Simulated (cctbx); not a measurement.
**Which space group?**

Cell: a = 12.3440 Å, b = 12.3440 Å, c = 12.3440 Å, α = 90.00°, β = 90.00°, γ = 90.00°. Expected content of the cell: Dy16 Mn16 S56.

Simulated single-crystal data (cctbx): Ag Kα, λ = 0.56087 Å, to d = 0.84 Å, 50 % of the full sphere, strongest reflection 40000 counts, noise from counting, a 3 % proportional error and a noise floor of 2 counts (s.d.); no absorption.

Tests on the unmerged data give:

```text
6669 reflections to d = 0.844 A
centring   violations  <I/sigma> of those
    A          0 of  3345     -0.0
    B          1 of  3314     -0.0
    C          1 of  3351     -0.0
    I        805 of  3309      4.6
    R        832 of  4416      3.7
    F          1 of  5005     -0.0
Laue class    unique    Rint  (classes that these axes allow; Friedel mates merged)
F m m m           473   0.025
F m -3            166   0.028
F m -3 m          115   0.028
space group    extra absences  I>4sigma  <I/sigma>
F 4 3 2                 0          0         -  acentric
F 41 3 2               13          0       0.2  acentric
F -4 3 m                0          0         -  acentric
F m -3 m                0          0         -  centric
F d -3 m :1           143          0       0.1  centric
F d -3 m :2           143          0       0.1  centric
Wilson B = 1.36 A^2   <|E^2-1|> = 0.910 (0.968 centric, 0.736 acentric)   E^2>4: 0.9 %
shell (A)         n   <I/sigma>
 7.13 - 1.69     22     46.4
 1.69 - 1.34     16     57.9
 1.34 - 1.17     14     62.9
 1.17 - 1.07     12     44.8
 1.07 - 0.99     14     57.2
 0.99 - 0.93     11     46.3
 0.93 - 0.89     10     63.1
 0.89 - 0.85     16     52.1
```

Q: Read the symmetry from these tables.

The reflections that A, B, C and F centring forbids are absent (⟨I/σ⟩ near 0), so the lattice is F. F holds A, B and C together.

Rint stays low (0.025 to 0.028) up to F m -3 m, the highest class in these axes.

6 settings pass the absence test. The most absences obeyed, 143, belong to F d -3 m alone.

⟨|E²−1|⟩ = 0.910 leans to a centrosymmetric structure. The Wilson B of 1.36 Å² means U ≈ 0.0172 Å².

The true group is Fd-3m (no. 227, origin choice 1), Laue class m-3m, centrosymmetric. The tables fix it.

The model was made for the exercise: a known structure type with other elements put in, its volume estimated, not relaxed; displacement parameters are assumed.

[Logs are printed without paths, hosts, clocks, repeated set-up lines and the standing remarks that a program may print on its own settings, such as how far it seeks lower states.]
